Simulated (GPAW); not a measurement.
Consider SnO2 (R-3m).

```xyz
3
Lattice="1.6171 0.9336 4.8006 -1.6171 0.9336 4.8006 0.0000 -1.8673 4.8006" Properties=species:S:1:pos:R:3 pbc="T T T"
Sn    0.0000    0.0000    7.2009
O     0.0000    0.0000   10.9861
O     0.0000    0.0000    3.4157
```

Absorber: atom 1, with 6 O at 2.13 Å (distorted octahedral, site symmetry -3m). Method: GPAW, LDA, full core hole (charged cell), 12-atom cell with 6.1 Å between holes, 4×4×4 k points, dipole transitions, Gaussian full width 8.49 eV.

Q: What does the Sn K edge look like?

Main maxima up to 29 eV above the zero (height): 7.2 eV (1.61). A K edge sees empty p states on the absorber. 

The Sn K spectrum (energy from the lowest empty level; intensity scaled to a mean of 1 over the first 20 eV; polarised curves are means over the symmetry-equivalent atoms):

```
E (eV)  isotropic  ε ⊥ c  ε ∥ c
  -2.0       0.14   0.09   0.25
  -1.5       0.19   0.12   0.32
  -1.0       0.24   0.16   0.39
  -0.5       0.30   0.21   0.48
   0.0       0.38   0.28   0.59
   0.5       0.46   0.35   0.69
   1.0       0.56   0.44   0.81
   1.5       0.66   0.53   0.93
   2.0       0.78   0.64   1.04
   2.5       0.89   0.76   1.15
   3.0       1.01   0.89   1.26
   3.5       1.12   1.01   1.34
   4.0       1.23   1.14   1.42
   4.5       1.34   1.27   1.47
   5.0       1.43   1.39   1.50
   5.5       1.50   1.49   1.51
   6.0       1.55   1.58   1.50
   6.5       1.59   1.65   1.47
   7.0       1.61   1.70   1.42
   7.5       1.60   1.72   1.36
   8.0       1.58   1.72   1.30
   8.5       1.54   1.69   1.23
   9.0       1.48   1.65   1.15
   9.5       1.41   1.58   1.08
  10.0       1.34   1.50   1.01
  10.5       1.25   1.40   0.95
  11.0       1.17   1.30   0.90
  11.5       1.08   1.20   0.85
  12.0       1.00   1.10   0.81
  12.5       0.93   1.00   0.78
  13.0       0.86   0.91   0.76
  13.5       0.80   0.83   0.74
  14.0       0.74   0.75   0.72
  14.5       0.70   0.70   0.71
  15.0       0.66   0.65   0.70
  15.5       0.64   0.61   0.69
  16.0       0.62   0.59   0.68
  16.5       0.60   0.57   0.67
  17.0       0.60   0.57   0.65
  17.5       0.59   0.57   0.64
  18.0       0.59   0.57   0.63
  18.5       0.59   0.58   0.62
  19.0       0.60   0.59   0.61
  19.5       0.60   0.60   0.60
  20.0       0.60   0.61   0.59
  20.5       0.60   0.62   0.58
  21.0       0.61   0.62   0.57
  21.5       0.60   0.62   0.57
  22.0       0.60   0.62   0.56
  22.5       0.60   0.61   0.56
  23.0       0.59   0.60   0.56
  23.5       0.58   0.59   0.55
  24.0       0.57   0.57   0.56
  24.5       0.55   0.55   0.56
  25.0       0.54   0.53   0.56
  25.5       0.53   0.51   0.56
  26.0       0.52   0.49   0.57
  26.5       0.50   0.47   0.57
  27.0       0.49   0.45   0.57
  27.5       0.48   0.43   0.58
  28.0       0.47   0.42   0.58
  28.5       0.46   0.40   0.58
  29.0       0.46   0.39   0.58
  29.5       0.45   0.39   0.58
  30.0       0.45   0.38   0.58
  30.5       0.45   0.38   0.58
  31.0       0.44   0.38   0.57
  31.5       0.44   0.38   0.57
  32.0       0.45   0.38   0.57
```

The script folds with a Gaussian, whereas the core hole's own line is a Lorentzian, so the onset is too steep and the first peak too high. The holes are only 6.1 Å apart, so the shape is probably not converged with cell size; no larger cell was run here. The structure is a computed Materials Project entry and may be a hypothetical form.

[Banner, clock and machine lines of the logs are left out without a mark of their own.]

[Logs are printed without paths, hosts, clocks, repeated set-up lines and the standing remarks that a program may print on its own settings, such as how far it seeks lower states.]

[Hosts, paths, dates, database ids (printed as entryN), source tags and the programs' standing remarks are cut or masked in the printed files.]

[Lists of maxima count a maximum above −3 eV only where it reaches 4 % of the highest in the window and stands out from its surroundings by 2 % of it (1.5 % where it reaches 55 %); shoulders and weaker maxima are passed over, and of the rest the first, up to two pre-edge ones and the few strongest are named.]
